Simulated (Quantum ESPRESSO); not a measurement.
# ZnS (F-43m): from Born charge to LO-TO splitting

How high does the longitudinal optical mode of ZnS (F-43m) lie, given the transverse one, the Born charge and ε∞?

Method: DFT LDA, scalar-relativistic, plane waves, PseudoDojo norm-conserving pseudopotentials, in Quantum ESPRESSO 7.5.

The database entry behind the starting cell differs from later determinations by our own check (about 0.1 % short), so it need not match the best structure at ambient conditions.

**1. The relaxed structure**

It takes space group F-43m (No. 216, cubic). Conventional cell: a = 5.298 Å, b = 5.298 Å, c = 5.298 Å, α = 90.00°, β = 90.00°, γ = 90.00°. Zn has 4 S at 2.29 Å nearest. Nearest to S lie 4 Zn at 2.29 Å. Farther neighbours and most contacts between anions are not listed.

This is the cell after its relaxation at this level of theory, not the database cell from which that began.

**2. What the response run gave**

A linear-response run on the relaxed cell, with the response to an electric field; only its zone-centre results are used. Cutoff 92 Ry, k mesh 8×8×8.

Output:

```text
[banners, grids, parts of the stress and lines that vanish by symmetry left out]
Program PHONON v.7.5
     Reading xml data from directory:

[...]
Exchange-correlation= PW
                           (   1   4   0   0   0   0   0)
[...]
kinetic-energy cut-off    =      92.0000  Ry
     charge density cut-off    =     368.0000  Ry
     convergence threshold     =      1.0E-18
[...]
Exchange-correlation= PW
                           (   1   4   0   0   0   0   0)
[...]
q = (   0.0000000   0.0000000   0.0000000 )
     25 Sym.Ops. (with q -> -q+G )
     G cutoff =  934.1797  (  29939 G-vectors)     FFT grid: ( 45, 45, 45)
     number of k points=    29
[...]
Mode symmetry, T_d (-43m)  point group:
[...]
Dielectric constant
[...]
End of electric fields calculation
          Dielectric constant in cartesian axis
          (       6.348392055       0.000000000      -0.000000000 )
          (       0.000000000       6.348392055      -0.000000000 )
          (       0.000000000      -0.000000000       6.348392055 )
          Effective charges (d Force / dE) in cartesian axis without acoustic sum rule applied (asr)
           atom    1  Zn    Mean Z*:        1.90971
      Ex  (        1.90971        0.00000        0.00000 )
      Ey  (        0.00000        1.90971        0.00000 )
      Ez  (        0.00000        0.00000        1.90971 )
           atom    2  S     Mean Z*:       -1.92898
      Ex  (       -1.92898       -0.00000        0.00000 )
      Ey  (       -0.00000       -1.92898        0.00000 )
      Ez  (        0.00000        0.00000       -1.92898 )
          Effective charges Sum: Mean:       -0.01927
[...]
Effective charges (d Force / dE) in cartesian axis with asr applied:
           atom    1  Zn    Mean Z*:        1.91935
[...]
atom    2  S     Mean Z*:       -1.91935
[...]
Representation #   1 modes #   1   2   3
[...]
End of self-consistent calculation
     Convergence has been achieved
     Representation #   2 modes #   4   5   6
[...]
End of self-consistent calculation
     Convergence has been achieved
[...]
Dielectric constant in cartesian axis
          (       6.348392055       0.000000000      -0.000000000 )
          (       0.000000000       6.348392055      -0.000000000 )
          (       0.000000000      -0.000000000       6.348392055 )
          Effective charges (d Force / dE) in cartesian axis without acoustic sum rule applied (asr)
           atom    1  Zn    Mean Z*:        1.90971
      Ex  (        1.90971        0.00000        0.00000 )
      Ey  (        0.00000        1.90971        0.00000 )
      Ez  (        0.00000        0.00000        1.90971 )
           atom    2  S     Mean Z*:       -1.92898
      Ex  (       -1.92898       -0.00000        0.00000 )
      Ey  (       -0.00000       -1.92898        0.00000 )
      Ez  (        0.00000        0.00000       -1.92898 )
          Effective charges Sum: Mean:       -0.01927
[...]
Effective charges (d Force / dE) in cartesian axis with asr applied:
           atom    1  Zn    Mean Z*:        1.91935
[...]
atom    2  S     Mean Z*:       -1.91935
[...]
q = (    0.000000000   0.000000000   0.000000000 )
[...]
freq (    1) =       0.086081 [THz] =       2.871355 [cm-1]
     freq (    2) =       0.086081 [THz] =       2.871355 [cm-1]
     freq (    3) =       0.086081 [THz] =       2.871355 [cm-1]
     freq (    4) =       8.729681 [THz] =     291.190810 [cm-1]
     freq (    5) =       8.729681 [THz] =     291.190810 [cm-1]
     freq (    6) =       8.729681 [THz] =     291.190810 [cm-1]
[...]
Mode symmetry, T_d (-43m)  point group:
     freq (   1-   3) =          2.9  [cm-1]   --> T_2  G_15 P_4   I+R
     freq (   4-   6) =        291.2  [cm-1]   --> T_2  G_15 P_4   I+R

   JOB DONE.
```

| quantity | value |
| --- | --- |
| cell volume Ω (Å³) | 37.167 |
| mass of Zn (u) | 65.380 |
| mass of S (u) | 32.060 |
| Born charge of Zn, raw (e) | 1.910 |
| Born charge of S, raw (e) | -1.929 |
| ε∞ | 6.348 |
| ω(TO) after the sum rule (cm⁻¹) | 291.2 |

**3. The calculation**

The charges must sum to zero over the cell; taking off their mean, -0.010 e, leaves Z* = 1.919 e on Zn. In the polar mode Zn moves against S, so the reduced mass is μ = 65.38 × 32.06 / 97.44 = 21.512 u.

A longitudinal wave builds up a field that adds to the restoring force: ω(LO)² = ω(TO)² + 4π Z*² / (μ Ω ε∞), in Hartree atomic units. With μ = 39213 electron masses and Ω = 250.82 bohr³ the second term is 7.4143e-07 Ha², or 35714 cm⁻² (1 Ha = 219474.6 cm⁻¹).

So ω(LO) = √(84792 + 35714) = 347.1 cm⁻¹, and by the Lyddane-Sachs-Teller relation ε₀ = ε∞ (ω(LO)/ω(TO))² = 9.02.

**4. Check against the program**

The analysis program adds the same non-analytic term to the full matrix, here for q along (1 0 0).

Output:

```text
[banner, memory and clock lines left out]
Program DYNMAT v.7.5

     Reading Dynamical Matrix from file g.dyn
     ...Force constants read
     ...epsilon and Z* read

     Polarizability (A^3 units)
     multiply by 0.359351 for Clausius-Mossotti correction
        15.818682    0.000000    0.000000
         0.000000   15.818682   -0.000000
        -0.000000   -0.000000   15.818682

     IR activities are in (D/A)^2/amu units

# mode   [cm-1]    [THz]      IR
    1     -0.00   -0.0000    0.0000
    2     -0.00   -0.0000    0.0000
    3      0.00    0.0000    0.0000
    4    291.19    8.7295    3.9510
    5    291.19    8.7295    3.9510
    6    347.13   10.4068    3.9510
```

ε₀ comes from the program's run without a direction of q.

| quantity | by hand | program |
| --- | --- | --- |
| ω(LO) (cm⁻¹) | 347.1 | 347.1 |
| ε₀ | 9.02 | 9.02 |

**5. Results**

| Property | Result |
| --- | --- |
| TO mode | 291.2 cm⁻¹ |
| LO mode | 347.1 cm⁻¹ |
| static dielectric constant | 9.022 |

The LO mode of ZnS (F-43m) lies at 347 cm⁻¹, 56 cm⁻¹ above the TO mode; the formula meets the program within 0.1 cm⁻¹, as it must for a cubic crystal with one polar mode. ω(LO)² − ω(TO)² goes with Z*²/ε∞: an error of 5 % in ε∞ would move the LO mode by 2.5 cm⁻¹, and semilocal functionals tend to overestimate ε∞. The raw charges miss their sum by 0.019 e, a sign that the k mesh is short for the field response, so ε∞ may be some per cent too high. These are harmonic values at zero temperature, at the volume of this functional, for the structure held cubic; stability elsewhere in the zone is no part of this calculation.

[Host names and launcher messages were left out of these logs when they were recorded.]

[Logs are printed without paths, hosts, clocks, repeated set-up lines and the standing remarks that a program may print on its own settings, such as how far it seeks lower states.]

[Hosts, paths, dates, database ids (printed as entryN), source tags and the programs' standing remarks are cut or masked in the printed files.]
